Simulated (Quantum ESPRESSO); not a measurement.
## Energy mapping worked by hand: MnS

Can a spin model with one coupling foretell the energy of a further order of MnS?

Method: PBEsol; plane waves with GBRV 1.5 PBEsol potentials, no spin-orbit coupling, in Quantum ESPRESSO 7.5.

The database entry behind the starting cell differs from later determinations by our own check (an axis about 0.2 % short against later determinations), so it need not match the best structure at ambient conditions.

## Step 1: The starting structure

Symmetry: Fm-3m, No. 225, cubic system. Conventional cell: a = 5.209 Å, b = 5.209 Å, c = 5.209 Å, α = 90.00°, β = 90.00°, γ = 90.00°. Nearest to Mn lie 6 S at 2.60 Å. S has 6 Mn at 2.60 Å nearest. Farther neighbours and most contacts between anions are not listed.

The cell comes from the Crystallography Open Database.

## Step 2: The parallel order

All energies count from this run.

File pw.in:

```
&CONTROL
  calculation = 'scf'
  prefix = 'pwscf'
  outdir = './tmp'
  pseudo_dir = './pseudo'
  disk_io = 'nowf'
/
&SYSTEM
  ibrav = 0
  celldm(1) = 8
  nat = 2
  ntyp = 2
  ecutwfc = 40
  ecutrho = 280
  nbnd = 19
  occupations = 'smearing'
  smearing = 'fd'
  degauss = 0.00367493
  nspin = 2
  starting_magnetization(1) = 0.3
  starting_magnetization(2) = 0
/
&ELECTRONS
  conv_thr = 4d-09
  electron_maxstep = 150
  mixing_beta = 0.3
/
ATOMIC_SPECIES
Mn     54.9380 mn_pbesol_v1.5.uspp.F.UPF
S      32.0600 s_pbesol_v1.4.uspp.F.UPF
CELL_PARAMETERS alat
   0.0000000000000    0.6152239614485    0.6152239614485
   0.6152239614485    0.0000000000000    0.6152239614485
   0.6152239614485    0.6152239614485    0.0000000000000
ATOMIC_POSITIONS crystal
Mn      0.0000000000    0.0000000000    0.0000000000
S       0.5000000000    0.5000000000    0.5000000000
K_POINTS automatic
6 6 6 0 0 0
```

The run is started by

```sh
> OMP_NUM_THREADS=1 mpirun -n 4 pw.x -nk 4 -in pw.in > pw.out
```

Output:

```text
Program PWSCF v.7.5 starts
     [... lines left out ...]
     number of atoms/cell      =            2
     [... lines left out ...]
     number of electrons       =        21.00
     number of Kohn-Sham states=           19
     kinetic-energy cutoff     =      40.0000  Ry
     charge density cutoff     =     280.0000  Ry
     scf convergence threshold =      4.0E-09
     [... lines left out ...]
     48 Sym. Ops., with inversion, found
     [... lines left out ...]
     number of k points=    16  Fermi-Dirac smearing, width (Ry)=  0.0037
     [... lines left out ...]
     iteration # 10     ecut=    40.00 Ry     beta= 0.30
     [... lines left out ...]
     Magnetic moment per site  (integrated on atomic sphere of radius R)
     atom   1 (R=0.254)  charge= 13.1947  magn=  4.1663
     atom   2 (R=0.254)  charge=  4.6299  magn=  0.1316
     [... lines left out ...]
     the Fermi energy is    10.2062 ev
!    total energy              =    -235.15056166 Ry
     estimated scf accuracy    <          2.1E-09 Ry
     smearing contrib. (-TS)   =      -0.00043518 Ry
     [... lines left out ...]
     total magnetization       =     4.65 Bohr mag/cell
     absolute magnetization    =     4.65 Bohr mag/cell
     convergence has been achieved in  10 iterations
   JOB DONE.
```

Elapsed: 4 s, on 4 MPI ranks of AMD EPYC 9R14 (Zen 4), shared host; peak memory 0.3 GiB.

Spin moment in the atom's sphere by atom:

| atom | spin moment in the atom's sphere (μB) |
| --- | --- |
| Mn1 | 4.17 |
| S2 | 0.13 |

Read from the output:

| Property | Result |
| --- | --- |
| smearing term TS | 0.005921 eV |
| magnetization | 4.647 μB |
| absolute magnetization | 4.647 μB |
| final state | ferromagnetic |

## Step 3: The orders used for the fit

The other orders were run with the same settings, on meshes that hold the same points. Free energies are divided by the number of Mn atoms; q is in fractions of the reciprocal vectors of the first run's cell.

| order | atoms | mesh | free energy (eV) | eV per Mn | largest moment (μB) |
| --- | --- | --- | --- | --- | --- |
| F + | 2 | 6×6×6 | -3199.3864 | -3199.3864 | 4.17 |
| AF q=(0,1/2,1/2) +- | 4 | 6×3×6 | -6398.8049 | -3199.4025 | 4.16 |

## Step 4: Counting neighbours

With E = −Σ J e_i·e_j over ordered pairs of unit vectors, turning a neighbour from parallel to opposed costs 2J a Mn atom. So an order lies 2 Σ n J over the parallel one, n being the opposed neighbours in each shell.

| shell | distance (Å) | neighbours | opposed in AF q=(0,1/2,1/2) +- | opposed in AF q=(0,0,1/2) +- |
| --- | --- | --- | --- | --- |
| J1 | 3.68 | 12 | 8 | 6 |
| J2 | 5.21 | 6 | 0 | 6 |

Only J1 is kept, as an effective coupling that takes up all reversed shells.

## Step 5: Solving

```
2 × 8 × J1 = -16.1 meV    (AF q=(0,1/2,1/2) +-)
J1 = -1.01 meV
```

## Step 6: The test

The couplings now give the orders that were left out:

```
2 × 6 × (-1.01) = -12.1 meV    (AF q=(0,0,1/2) +-)
```

The runs themselves:

| order | atoms | mesh | free energy (eV) | eV per Mn | largest moment (μB) | over the parallel order (meV) | foretold (meV) |
| --- | --- | --- | --- | --- | --- | --- | --- |
| AF q=(0,0,1/2) +- | 4 | 6×6×3 | -6398.9770 | -3199.4885 | 4.15 | -102.1 | -12.1 |

## Step 7: One more shell

One way to take up the miss is the next shell. Both differences then fix both couplings, and no order is left for a test.

```
2 × 8 × J1 = -16.1 meV    (AF q=(0,1/2,1/2) +-)
2 × 6 × J1 + 2 × 6 × J2 = -102.1 meV    (AF q=(0,0,1/2) +-)
J1 = -1.01 meV
J2 = -7.50 meV
```

## Step 8: Summary of results

```json
{"effective J1 (Mn–Mn at 3.68 Å)": "-1.01 meV", "largest miss on the orders left out": "90 meV", "J1 with two shells": "-1.01 meV", "J2 with two shells": "-7.5 meV"}
```

What this shows: The model misses the order left out by 90 meV, 88 % of the largest energy difference, so it fails: these couplings alone don't describe the crystal. With the next shell added the couplings are J1 = -1.01 and J2 = -7.50 meV, untested. The largest moment changes by 0.36 % between the orders. Shells that were dropped are folded into the couplings or show in the miss. No Hubbard term acts here. In such compounds local and semilocal functionals without one often delocalise the d electrons, and can shrink or lose moments and miss the size, sign and order of the couplings.

[Logs and program files are shortened in this print: banners, set-up blocks, solver, clock and traceback lines can be left out without a mark of their own.]

[Logs are printed without paths, hosts, clocks, repeated set-up lines and the standing remarks that a program may print on its own settings, such as how far it seeks lower states.]

[Hosts, paths, dates, database ids (printed as entryN), source tags and the programs' standing remarks are cut or masked in the printed files.]

[Where a cell is said to come from a database of computed structures, the database is the Materials Project.]
